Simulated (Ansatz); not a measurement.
# How many bands does the GW gap of SnO2 (Cassiterite) need?, part 2 of 2

How do accuracy and time trade against each other in G0W0 on SnO2 (Cassiterite)?

Ansatz 0.2.0; G0W0 on PBE, plane waves, PAW. Known limits of the many-body steps: not at the basis limit; no spin-orbit coupling.

So far. Step 4 (720 empty bands, screening to 270 eV): Against the run with 4×4×6 mesh, 425 empty bands, screening to 190 eV, hard PAW files, the gap moves by +0.05 eV.

**5. 1203 empty bands, screening to 380 eV**

File input.yaml:

```yaml
crystal:
  lattice:
    - [4.738, 0.0, 0.0]
    - [0.0, 4.738, 0.0]
    - [0.0, 0.0, 3.1865]
  atoms:
    - { symbol: Sn, position: [0.0, 0.0, 0.0] }
    - { symbol: Sn, position: [0.5, 0.5, 0.5] }
    - { symbol: O, position: [0.3071, 0.3071, 0.0] }
    - { symbol: O, position: [0.1929, 0.8071, 0.5] }
    - { symbol: O, position: [0.6929, 0.6929, 0.0] }
    - { symbol: O, position: [0.8071, 0.1929, 0.5] }
kpoints:
  mp_grid: { grid: [4, 4, 6] }
hamiltonian:
  xc: pbe
  pseudopotentials: { kind: paw, source: ansatz }
scf:
  occupations: { method: fixed }
gw:
  n_empty_bands: 1203
  ecut_chi: 380
  qp_bands: [v2, c2]
  qp_kpoints: band_edges
  screening: { model: contour_deformation }
```

The run is started by

```
ansatz run input.yaml --threads 4 --pin off --max-ram 138240MiB --backend cuda --events-out ev --progress --plain --runs-dir out --devices 1 --max-vram 26GiB
```

Numbers of over 12 decimals in the logs are rounded to 6 here.

The program printed:

```text
GPUs: using 1 of 1 available (devices: 1).
[...]
GPU FFT provider: cuFFT
GPU libraries: cuBLAS 13.8.2, cuFFT 12.4.0, cuSOLVER 12.3.4
Crystal: 6 atoms, lattice volume = 71.533 Å³
Basis set: ecut = 930 eV, 4587 PW (Γ)
Bands: 41, of which v1, the nominal top of the filled ones, is band 34 counted from 1 (33 counted from 0)
Symmetry: 16 space group operations
[...]
k-points: 24 of 96
[...]
5    33     10.3508   -26.5879     4.4467   -20.8340  0.7471     9.0046     9.0437  root ?
[...]
23    33     10.3000   -26.6274     4.9173   -20.3023  0.7419     8.8493     8.8922  root
    23    34     10.3000   -26.6274     4.9173   -20.3023  0.7419     8.8493     8.8922  root
    23    35     16.0731   -13.3208    -4.6561   -18.6828  0.8085    16.7851    16.7790  root
    23    36     16.0731   -13.3208    -4.6561   -18.6828  0.8085    16.7851    16.7790  root
[key lines of the parts left out:]
SCF converged after 8 iterations
Free energy (F): -21719.985827 eV
Fermi energy:    11.134553 eV
```

Elapsed: 3.9 min, on 1 × NVIDIA H100 80GB HBM3 (shared by 3 runs) with 4 threads of AMD EPYC 7R13 (Zen 3), shared host; peak memory 10 GiB.

Numbers from this step:

- bands summed: 1237
- RPA ε∞ on this mesh (eigenvalues): 4.296, 4.296, 4.518
- plane waves in the screening matrix: 1195
- G0W0 gap on the mesh: 3.038 eV
- k of the valence top: 0, 0, 0
- k of the conduction bottom: 0, 0, 0
- starting gap on the mesh: 1.287 eV
- least direct G0W0 gap on the computed points: 3.038 eV

Against the run with 4×4×6 mesh, 720 empty bands, screening to 270 eV, hard PAW files, the gap moves by +0.05 eV.

**6. Changing the k mesh: 6×6×8 mesh, 187 empty bands, screening to 110 eV, hard PAW files**

Only the mesh changes. It samples the long-range screening, which converges on its own terms. Bands and cutoff differ from the step before, so it is read against an earlier run that matches them.

input.yaml: that of step 5 with these lines changed.

```diff
@@ -13,3 +13,3 @@
 kpoints:
-  mp_grid: { grid: [4, 4, 6] }
+  mp_grid: { grid: [6, 6, 8] }
 hamiltonian:
@@ -20,4 +20,4 @@
 gw:
-  n_empty_bands: 1203
-  ecut_chi: 380
+  n_empty_bands: 187
+  ecut_chi: 110.0
   qp_bands: [v2, c2]
```

The program printed:

```text
GPUs: using 1 of 1 available (devices: 1).
[...]
GPU FFT provider: cuFFT
GPU libraries: cuBLAS 13.8.2, cuFFT 12.4.0, cuSOLVER 12.3.4
Crystal: 6 atoms, lattice volume = 71.533 Å³
Basis set: ecut = 930 eV, 4587 PW (Γ)
Bands: 41, of which v1, the nominal top of the filled ones, is band 34 counted from 1 (33 counted from 0)
Symmetry: 16 space group operations
[...]
k-points: 50 of 288
[...]
1    36     17.6188   -12.7365    -4.6369   -18.6314  0.7990    18.9061    18.8768  root
[...]
49    33     10.2996   -26.6215     5.4804   -20.3024  0.7485     9.4477     9.4609  root
    49    34     10.2996   -26.6215     5.4804   -20.3024  0.7485     9.4477     9.4609  root
    49    35     16.0730   -13.3346    -4.1680   -18.6829  0.8149    17.2699    17.2533  root
    49    36     16.0730   -13.3346    -4.1680   -18.6829  0.8149    17.2699    17.2533  root
[key lines of the parts left out:]
SCF converged after 8 iterations
Free energy (F): -21719.986922 eV
Fermi energy:    11.134052 eV
```

It took 2 min on 1 × NVIDIA H100 80GB HBM3 (shared by 3 runs) with 4 threads; peak memory 2.5 GiB; 2.1 min of CPU time.

Numbers from this step:

```
bands summed                                 : 221
RPA ε∞ on this mesh (eigenvalues)            : 4.219, 4.219, 4.520
plane waves in the screening matrix          : 181
G0W0 gap on the mesh                         : 2.801 eV
k of the valence top                         : 0, 0, 0
k of the conduction bottom                   : 0, 0, 0
starting gap on the mesh                     : 1.287 eV
least direct G0W0 gap on the computed points : 2.801 eV
```

Against the run with 4×4×6 mesh, 187 empty bands, screening to 110 eV, hard PAW files, the gap moves by +0.001 eV.

**7. Convergence and cost**

Times are wall times on 1 × NVIDIA H100 80GB HBM3 (shared by 3 runs) with 4 threads of AMD EPYC 7R13 (Zen 3), shared host. The host was busy with other work, so they are no guide to cost.

```
 mesh     files            frequency  bands summed  cutoff (eV)  start (eV)  G0W0 (eV)     time  host memory (GiB)
4×4×6  hard PAW  contour deformation           221          110       1.287      2.800     41 s                1.7
4×4×6  hard PAW  contour deformation           459          190       1.287      2.937     64 s                2.8
4×4×6  hard PAW  contour deformation           754          270       1.287      2.989    2 min                5.0
4×4×6  hard PAW  contour deformation          1237          380       1.287      3.038  3.9 min                 10
6×6×8  hard PAW  contour deformation           221          110       1.287      2.801    2 min                2.5
```

How the two edges are built up, in eV (the quasiparticle level is the starting level plus Σx plus Σc less Vxc):

```
       run               edge  start      Σx     Σc     Vxc     Z     QP
 221 bands        valence top  11.13  -27.19   5.32  -21.14  0.75  10.41
 221 bands  conduction bottom  12.42  -14.47  -3.33  -18.59  0.83  13.21
 459 bands        valence top  11.13  -27.19   5.01  -21.14  0.75  10.10
 459 bands  conduction bottom  12.42  -14.47  -3.50  -18.59  0.82  13.04
 754 bands        valence top  11.13  -27.19   4.83  -21.14  0.75   9.92
 754 bands  conduction bottom  12.42  -14.47  -3.63  -18.59  0.82  12.91
1237 bands        valence top  11.13  -27.19   4.69  -21.14  0.75   9.78
1237 bands  conduction bottom  12.42  -14.47  -3.72  -18.59  0.82  12.82
```

**8. Outcome**

| Item | Value |
| --- | --- |
| 221 bands, 110 eV | 2.800 eV |
| 459 bands, 190 eV | 2.937 eV |
| 754 bands, 270 eV | 2.989 eV |
| 1237 bands, 380 eV | 3.038 eV |
| estimated limit in bands and cutoff | 3.11 eV |
| mesh and start | 4×4×6, PBE |

In words: A line in one over the bands through the two highest rungs gives 3.11 eV, +0.08 eV from the top rung; the pair below gives 3.07 eV, so the estimate is still climbing. The rungs stand 0.31 eV (221 bands), 0.18 eV (459 bands), 0.12 eV (754 bands) and 0.08 eV (1237 bands) from it. From 221 to 1237 bands the gap moves by +0.24 eV while the time grows 5.7-fold. Σc changes by −0.63 eV at the valence top and −0.39 eV at the conduction bottom, so the levels themselves move more than the gap between them. On the 6×6×8 mesh in place of 4×4×6 the gap differs by +0.001 eV, of which +0.0004 eV is already in the start. The cheapest rung within 0.1 eV of this estimate is that with 1237 bands (3.9 min). Gaps are over the mesh's points; an edge off the mesh would be missed. The many-body steps are scalar-relativistic: spin-orbit coupling is not in them.

[Paths, hosts, dates, memory and timing lines, banners, echoed tables and standing remarks are left out of the program output.]

[Logs are printed without paths, hosts, clocks, repeated set-up lines and the standing remarks that a program may print on its own settings, such as how far it seeks lower states.]

[Runs of the session that timed out or met a known fault of the program may be left out.]

[Cells called generated may have been cut or substituted from an entry of the Crystallography Open Database or the Materials Project.]

[Hosts, paths, dates, database ids (printed as entryN), source tags and the programs' standing remarks are cut or masked in the printed files.]
